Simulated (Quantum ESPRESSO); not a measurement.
# The valence band of Al2Pt as photoemission sees it, part 12 of 21

Aim: the valence spectrum of Al2Pt from He I to hard X-rays, and which orbitals make each feature.

Quantum ESPRESSO 7.5; DFT, PBEsol, plane waves, ultrasoft GBRV pseudopotentials, scalar-relativistic (the session's first sound run).

So far. Step 9 (With spin–orbit coupling: bands): Of the bands kept, 6 cross the Fermi level on this path (spinor bands, one electron each). Step 10 (With LDA: self-consistent run): The run ends at a pressure of -4.23 GPa.

The database entry behind the starting cell differs from later determinations by our own check (0.1 to 0.3 % short, probably kX units), so it need not match the best structure at ambient conditions.

## 13. With LDA: bands

Level of this step: DFT, LDA, plane waves, ultrasoft GBRV pseudopotentials, scalar-relativistic (Quantum ESPRESSO).

The bands are solved at chosen points on the fixed potential.

bands.in

```
&control
  calculation = 'bands'
  prefix = 'pes'
  outdir = './tmp'
  pseudo_dir = './pp'
  verbosity = 'high'
/
&system
  ibrav = 0
  nat = 3
  ntyp = 2
  ecutwfc = 40.0
  ecutrho = 200.0
  occupations = 'smearing'
  nbnd = 21
  smearing = 'fd'
  degauss = 0.00367
/
&electrons
  conv_thr = 1.8e-08
  mixing_beta = 0.5
  electron_maxstep = 120
  diago_full_acc = .true.
/
ATOMIC_SPECIES
Pt 195.0840 pt_lda_v1.4.uspp.F.UPF
Al 26.9815 al_lda_v1.uspp.F.UPF
CELL_PARAMETERS angstrom
 0.000000000 2.955000000 2.955000000
 2.955000000 0.000000000 2.955000000
 2.955000000 2.955000000 0.000000000
ATOMIC_POSITIONS crystal
Pt 0.000000000 0.000000000 0.000000000
Al 0.750000000 0.750000000 0.750000000
Al 0.250000000 0.250000000 0.250000000
K_POINTS crystal
92
 0.00000000 0.00000000 0.00000000 1
 0.03333333 0.00000000 0.03333333 1
 0.06666667 0.00000000 0.06666667 1
 0.10000000 0.00000000 0.10000000 1
 0.13333333 0.00000000 0.13333333 1
 0.16666667 0.00000000 0.16666667 1
 ! [... 84 more points ...]
 0.50000000 0.01666667 0.51666667 1
 0.50000000 0.00000000 0.50000000 1
```

The run is started by

```
$ OMP_NUM_THREADS=1 mpirun -n 4 pw.x -nk 4 -in bands.in > bands.out
```

Output:

```text
[banner, memory and clock lines left out]
Program PWSCF v.7.5 starts

          URL

     Atomic positions and unit cell read from directory:
     ./tmp/pes.save/

     Message from routine setup:
     using ibrav=0 with symmetry is DISCOURAGED, use correct ibrav instead

     G-vector sticks info

     bravais-lattice index     =            0
     lattice parameter (alat)  =       7.8972  a.u.
     unit-cell volume          =     348.2564 (a.u.)^3
     number of atoms/cell      =            3
     number of atomic types    =            2
     number of electrons       =        22.00
     number of Kohn-Sham states=           21
     kinetic-energy cutoff     =      40.0000  Ry
     charge density cutoff     =     200.0000  Ry
     Exchange-correlation= SLA  PZ   NOGX NOGC
                           (   1   1   0   0   0   0   0)

     celldm(1)=   7.897168  celldm(2)=   0.000000  celldm(3)=   0.000000
     celldm(4)=   0.000000  celldm(5)=   0.000000  celldm(6)=   0.000000

     crystal axes: (cart. coord. in units of alat)
               a(1) = (   0.000000   0.707107   0.707107 )
               a(2) = (   0.707107   0.000000   0.707107 )
               a(3) = (   0.707107   0.707107   0.000000 )

     reciprocal axes: (cart. coord. in units 2 pi/alat)
               b(1) = ( -0.707107  0.707107  0.707107 )
               b(2) = (  0.707107 -0.707107  0.707107 )
               b(3) = (  0.707107  0.707107 -0.707107 )

     PseudoPot. # 1 for Pt read from file:
     ./pp/pt_lda_v1.4.uspp.F.UPF
     Pseudo is Ultrasoft + core correction, Zval = 16.0
     Generated by new atomic code, or converted to UPF format
     Using radial grid of  985 points,  6 beta functions with:
                l(1) =   0
                l(2) =   0
                l(3) =   1
                l(4) =   1
                l(5) =   2
                l(6) =   2
     Q(r) pseudized with  8 coefficients,  rinner =    1.300   1.300   1.300
                                                       1.300   1.300

     PseudoPot. # 2 for Al read from file:
     ./pp/al_lda_v1.uspp.F.UPF
     Pseudo is Ultrasoft + core correction, Zval =  3.0
     Generated by new atomic code, or converted to UPF format
     Using radial grid of  893 points,  3 beta functions with:
                l(1) =   0
                l(2) =   1
                l(3) =   2
     Q(r) pseudized with  8 coefficients,  rinner =    0.900   0.900   0.900
                                                       0.900   0.900

     atomic species   valence    mass     pseudopotential
     Pt               16.00   195.08400     Pt( 1.00)
     Al                3.00    26.98150     Al( 1.00)

     48 Sym. Ops., with inversion, found

                                    s                        frac. trans.

      isym =  1     identity

 cryst.   s( 1) = (     1          0          0      )
                  (     0          1          0      )
                  (     0          0          1      )

 cart.    s( 1) = (  1.0000000 -0.0000000  0.0000000 )
                  ( -0.0000000  1.0000000  0.0000000 )
                  ( -0.0000000  0.0000000  1.0000000 )

      isym =  2     180 deg rotation - cart. axis [0,0,1]

 cryst.   s( 2) = (     0          1         -1      )
                  (     1          0         -1      )
                  (     0          0         -1      )

 cart.    s( 2) = ( -1.0000000  0.0000000  0.0000000 )
                  (  0.0000000 -1.0000000  0.0000000 )
                  (  0.0000000 -0.0000000  1.0000000 )

      isym =  3     180 deg rotation - cart. axis [0,1,0]

 cryst.   s( 3) = (     0         -1          1      )
                  (     0         -1          0      )
                  (     1         -1          0      )

 cart.    s( 3) = ( -1.0000000 -0.0000000 -0.0000000 )
                  (  0.0000000  1.0000000 -0.0000000 )
                  (  0.0000000  0.0000000 -1.0000000 )

      isym =  4     180 deg rotation - cart. axis [1,0,0]

 cryst.   s( 4) = (    -1          0          0      )
                  (    -1          0          1      )
                  (    -1          1          0      )

 cart.    s( 4) = (  1.0000000  0.0000000 -0.0000000 )
                  ( -0.0000000 -1.0000000 -0.0000000 )
                  ( -0.0000000 -0.0000000 -1.0000000 )

      isym =  5     180 deg rotation - cart. axis [1,1,0]

 cryst.   s( 5) = (    -1          0          1      )
[...]
cart.    s( 5) = ( -0.0000000  1.0000000 -0.0000000 )
[...]
isym =  6     180 deg rotation - cart. axis [1,-1,0]

 cryst.   s( 6) = (     0         -1          0      )
[...]
cart.    s( 6) = (  0.0000000 -1.0000000 -0.0000000 )
[...]
isym =  7      90 deg rotation - cart. axis [0,0,-1]

 cryst.   s( 7) = (     0          1          0      )
[...]
cart.    s( 7) = (  0.0000000  1.0000000  0.0000000 )
[...]
isym =  8      90 deg rotation - cart. axis [0,0,1]

 cryst.   s( 8) = (     1          0         -1      )
[...]
cart.    s( 8) = ( -0.0000000 -1.0000000  0.0000000 )
[...]
isym =  9     180 deg rotation - cart. axis [1,0,1]

 cryst.   s( 9) = (    -1          1          0      )
[...]
cart.    s( 9) = (  0.0000000  0.0000000  1.0000000 )
[...]
isym = 10     180 deg rotation - cart. axis [-1,0,1]

 cryst.   s(10) = (     0          0         -1      )
[...]
cart.    s(10) = ( -0.0000000  0.0000000 -1.0000000 )
[...]
isym = 11      90 deg rotation - cart. axis [0,1,0]

 cryst.   s(11) = (     0          0          1      )
[...]
cart.    s(11) = ( -0.0000000 -0.0000000  1.0000000 )
[...]
isym = 12      90 deg rotation - cart. axis [0,-1,0]

 cryst.   s(12) = (     1         -1          0      )
[...]
cart.    s(12) = (  0.0000000 -0.0000000 -1.0000000 )
[...]
isym = 13     180 deg rotation - cart. axis [0,1,1]

 cryst.   s(13) = (     1          0          0      )
[...]
cart.    s(13) = ( -1.0000000  0.0000000 -0.0000000 )
[...]
isym = 14     180 deg rotation - cart. axis [0,1,-1]

 cryst.   s(14) = (    -1          0          0      )
[...]
cart.    s(14) = ( -1.0000000 -0.0000000  0.0000000 )
[...]
isym = 15      90 deg rotation - cart. axis [-1,0,0]

 cryst.   s(15) = (     0         -1          1      )
[...]
cart.    s(15) = (  1.0000000 -0.0000000 -0.0000000 )
[...]
Dynamical RAM for                spsi:       0.95 MB

     Dynamical RAM for      wfcinit/wfcrot:       0.96 MB

     Dynamical RAM for           addusdens:      12.04 MB

     The potential is recalculated from file :
     ./tmp/pes.save/charge-density

     negative rho (up, down):  1.679E-01 0.000E+00
     Starting wfcs are   20 randomized atomic wfcs +    1 random wfcs

     Band Structure Calculation
     Davidson diagonalization with overlap

     Computing kpt #:     1  of    23 on this pool

     Computing kpt #:     2  of    23 on this pool

     Computing kpt #:     3  of    23 on this pool

     Computing kpt #:     4  of    23 on this pool

     Computing kpt #:     5  of    23 on this pool

     Computing kpt #:     6  of    23 on this pool

     Computing kpt #:     7  of    23 on this pool

     Computing kpt #:     8  of    23 on this pool

     Computing kpt #:     9  of    23 on this pool

     Computing kpt #:    10  of    23 on this pool

     Computing kpt #:    11  of    23 on this pool

     Computing kpt #:    12  of    23 on this pool

     Computing kpt #:    13  of    23 on this pool

     Computing kpt #:    14  of    23 on this pool

     Computing kpt #:    15  of    23 on this pool

     Computing kpt #:    16  of    23 on this pool

     Computing kpt #:    17  of    23 on this pool

     Computing kpt #:    18  of    23 on this pool

     Computing kpt #:    19  of    23 on this pool

     Computing kpt #:    20  of    23 on this pool

     Computing kpt #:    21  of    23 on this pool

     Computing kpt #:    22  of    23 on this pool

     Computing kpt #:    23  of    23 on this pool

     ethr =  8.18E-11,  avg # of iterations = 30.9

     End of band structure calculation

          k = 0.0000 0.0000 0.0000 (  1459 PWs)   bands (ev):

   -42.3137 -42.3137 -42.3137   0.6066   5.7900   5.7900   5.7900   7.1711
     7.1711  13.6132  14.7082  14.7082  14.7082  16.2506  16.2506  16.2506
    17.1230  17.1230  17.1230  18.8578  20.3278

          k = 0.0000 0.0471-0.0000 (  1459 PWs)   bands (ev):

   -42.3138 -42.3137 -42.3137   0.6271   5.7763   5.7977   5.7977   7.1605
     7.1760  13.6189  14.5064  14.5064  14.5993  16.2884  16.4618  16.4618
    16.9564  17.1530  17.1530  18.9856  20.3138

          k = 0.0000 0.0943-0.0000 (  1463 PWs)   bands (ev):

   -42.3139 -42.3138 -42.3138   0.6887   5.7362   5.8206   5.8206   7.1290
     7.1905  13.6352  14.0741  14.0741  14.2943  16.4014  16.5624  16.9034
    16.9034  17.2623  17.2623  19.3377  20.2723

          k =-0.0000 0.1414 0.0000 (  1459 PWs)   bands (ev):

   -42.3140 -42.3138 -42.3138   0.7910   5.6726   5.8590   5.8590   7.0777
     7.2141  13.5761  13.5761  13.6598  13.8357  16.1045  16.5885  17.2465
    17.2465  17.6144  17.6144  19.8535  20.2051

          k =-0.0000 0.1886 0.0000 (  1471 PWs)   bands (ev):

   -42.3143 -42.3139 -42.3139   0.9339   5.5898   5.9127   5.9127   7.0074
     7.2460  13.0659  13.0659  13.2633  13.6898  15.6775  16.8473  17.4497
    17.4497  18.1965  18.1965  20.1147  20.4774

          k = 0.0000 0.2357-0.0000 (  1463 PWs)   bands (ev):

   -42.3145 -42.3140 -42.3140   1.1167   5.4931   5.9821   5.9821   6.9208
     7.2850  12.5620  12.5620  12.6129  13.7225  15.3168  17.1737  17.6701
    17.6701  18.8321  18.8321  20.0050  21.1460

          k =-0.0000 0.2828 0.0000 (  1479 PWs)   bands (ev):

   -42.3148 -42.3141 -42.3141   1.3388   5.3877   6.0668   6.0668   6.8197
     7.3296  11.9175  12.0726  12.0726  13.7557  15.0267  17.5626  17.9282
    17.9282  19.4909  19.4909  19.8803  21.7247

          k =-0.0000 0.3300 0.0000 (  1479 PWs)   bands (ev):

   -42.3151 -42.3143 -42.3143   1.5994   5.2792   6.1666   6.1666   6.7064
     7.3782  11.2045  11.6029  11.6029  13.7879  14.7998  18.0073  18.2254
    18.2254  19.7460  20.1640  20.1640  22.1050

          k = 0.0000 0.3771-0.0000 (  1487 PWs)   bands (ev):

[...]
18.5603  19.6079  20.8442  20.8442  22.3987

          k = 0.0000 0.4243-0.0000 (  1491 PWs)   bands (ev):

[...]
19.0329  19.4720  21.5196  21.5196  22.6816

          k = 0.0000 0.4714-0.0000 (  1479 PWs)   bands (ev):

[...]
19.3443  19.5937  22.1625  22.1625  22.9784

          k =-0.0000 0.5185 0.0000 (  1487 PWs)   bands (ev):

[...]
19.7650  20.1676  22.6914  22.6914  23.2992

          k =-0.0000 0.5657 0.0000 (  1496 PWs)   bands (ev):

[...]
20.2202  20.7303  22.9096  22.9096  23.6490

          k =-0.0000 0.6128 0.0000 (  1500 PWs)   bands (ev):

[...]
20.6904  21.2395  22.7167  22.7167  24.0301

          k = 0.0000 0.6600-0.0000 (  1504 PWs)   bands (ev):

[...]
21.1506  21.6201  22.3320  22.3320  24.4392

          k = 0.0000 0.7071 0.0000 (  1524 PWs)   bands (ev):

[...]
21.4346  21.7668  22.0620  22.0620  24.7756

          k = 0.0118 0.7071 0.0118 (  1516 PWs)   bands (ev):

[...]
k = 0.0236 0.7071 0.0236 (  1504 PWs)   bands (ev):

[...]
k = 0.0354 0.7071 0.0354 (  1492 PWs)   bands (ev):

[...]
k = 0.0471 0.7071 0.0471 (  1492 PWs)   bands (ev):

[...]
k = 0.0589 0.7071 0.0589 (  1490 PWs)   bands (ev):

[...]
k = 0.0707 0.7071 0.0707 (  1490 PWs)   bands (ev):

[...]
k = 0.0825 0.7071 0.0825 (  1496 PWs)   bands (ev):

[...]
k = 0.0943 0.7071 0.0943 (  1498 PWs)   bands (ev):

[...]
k = 0.1061 0.7071 0.1061 (  1498 PWs)   bands (ev):

[...]
k = 0.1179 0.7071 0.1179 (  1494 PWs)   bands (ev):

[...]
k = 0.1296 0.7071 0.1296 (  1496 PWs)   bands (ev):

[...]
k = 0.1414 0.7071 0.1414 (  1496 PWs)   bands (ev):

[...]
k = 0.1532 0.7071 0.1532 (  1490 PWs)   bands (ev):

[...]
k = 0.1650 0.7071 0.1650 (  1490 PWs)   bands (ev):

[...]
k = 0.4596 0.4596-0.0000 (  1494 PWs)   bands (ev):

[...]
k = 0.4243 0.4243-0.0000 (  1500 PWs)   bands (ev):

[...]
k = 0.2121 0.2121-0.0000 (  1478 PWs)   bands (ev):

[...]
k = 0.1061 0.1061-0.0000 (  1458 PWs)   bands (ev):

[...]
20.5159  20.5159  21.2824  22.3859  23.8588

          k = 0.3536 0.3771 0.3300 (  1484 PWs)   bands (ev):

[...]
20.4268  20.5074  21.2590  22.4803  23.8822

          k = 0.3536 0.4007 0.3064 (  1484 PWs)   bands (ev):

[...]
20.2095  20.4676  21.2118  22.7053  23.9607

          k = 0.3536 0.4243 0.2828 (  1492 PWs)   bands (ev):

[...]
19.9451  20.3622  21.1953  22.9555  24.1169

          k = 0.3536 0.4478 0.2593 (  1486 PWs)   bands (ev):

[...]
7.3614   7.4450  11.0846  11.5979  14.4144  16.0308  16.8243  16.9367
    19.6916  20.1745  21.2480  23.1557  24.3545

          k = 0.3536 0.4714 0.2357 (  1496 PWs)   bands (ev):

   -42.3166 -42.3147 -42.3144   3.2046   4.7577   6.0469   6.2737   6.9485
     7.3569   7.4824  10.7468  11.4454  14.4394  16.0287  17.1661  17.2663
    19.4966  19.9237  21.3687  23.2890  24.5692

          k = 0.3536 0.4950 0.2121 (  1490 PWs)   bands (ev):

   -42.3165 -42.3148 -42.3144   3.3217   4.7644   6.0164   6.3389   6.8581
     7.3552   7.5296  10.3964  11.2701  14.5067  16.0264  17.5275  17.5336
    19.4189  19.6378  21.5439  23.3759  24.7985

          k = 0.3536 0.5185 0.1886 (  1494 PWs)   bands (ev):

   -42.3164 -42.3150 -42.3145   3.4582   4.7722   5.9822   6.4118   6.7499
     7.3566   7.5864  10.0454  11.0801  14.6135  16.0241  17.6707  17.8937
    19.3415  19.5207  21.7643  23.4373  24.9581

          k = 0.3536 0.5421 0.1650 (  1498 PWs)   bands (ev):

   -42.3163 -42.3151 -42.3146   3.6127   4.7808   5.9456   6.4765   6.6395
[... further rows ...]
```

Run time: 6.9 s. Hardware: 4 MPI ranks of Arm Neoverse V1, shared host; 27 s of CPU time.

Electronic bands along the path, in eV, zero at the Fermi level; # counts the bands kept:

```tsv
point	#5	#6	#7	#8	#9	#10	#11	#12
Γ	-3.71	-3.71	2.73	3.83	3.83	3.83	5.37	5.37
0.47 of the way	-4.17	-3.50	0.32	0.72	0.72	2.91	3.92	7.13
X	-3.82	-3.44	-3.23	-1.63	-1.63	3.04	3.36	8.12
0.47 of the way	-3.74	-3.65	-3.37	-1.74	-1.36	3.16	3.83	7.63
U	-4.00	-3.66	-3.08	-2.03	-0.63	3.24	5.38	6.75
jump to K	-4.00	-3.66	-3.08	-2.03	-0.63	3.24	5.38	6.75
0.53 of the way	-3.93	-3.57	-0.94	0.10	2.59	4.33	4.56	5.47
Γ	-3.71	-3.71	2.73	3.83	3.83	3.83	5.37	5.37
0.53 of the way	-3.72	-3.72	-1.22	2.12	2.12	3.62	5.26	5.40
L	-3.75	-3.50	-3.50	1.00	1.00	3.67	5.13	5.13
0.47 of the way	-4.13	-3.52	-3.29	-0.84	0.20	3.73	5.14	6.79
W	-3.82	-3.29	-2.81	-2.81	-0.91	5.14	5.14	6.16
0.47 of the way	-3.82	-3.49	-3.28	-2.07	-1.14	3.73	4.23	6.86
X	-3.82	-3.44	-3.23	-1.63	-1.63	3.04	3.36	8.12
```

Of the bands kept, 3 cross the Fermi level on this path.

(Continued in part 13 of 21.)

[Logs are printed without paths, hosts, clocks, repeated set-up lines and the standing remarks that a program may print on its own settings, such as how far it seeks lower states.]

[Hosts, paths, dates, database ids (printed as entryN), source tags and the programs' standing remarks are cut or masked in the printed files.]

[Maps of the electrostatic potential energy from Ansatz leave out the sawtooth potential of an applied field or a dipole correction, so their vacuum need not be flat; work functions include it.]

[Peak lists hold at most the 14 tallest peaks of each spectrum; further lines can be left out.]
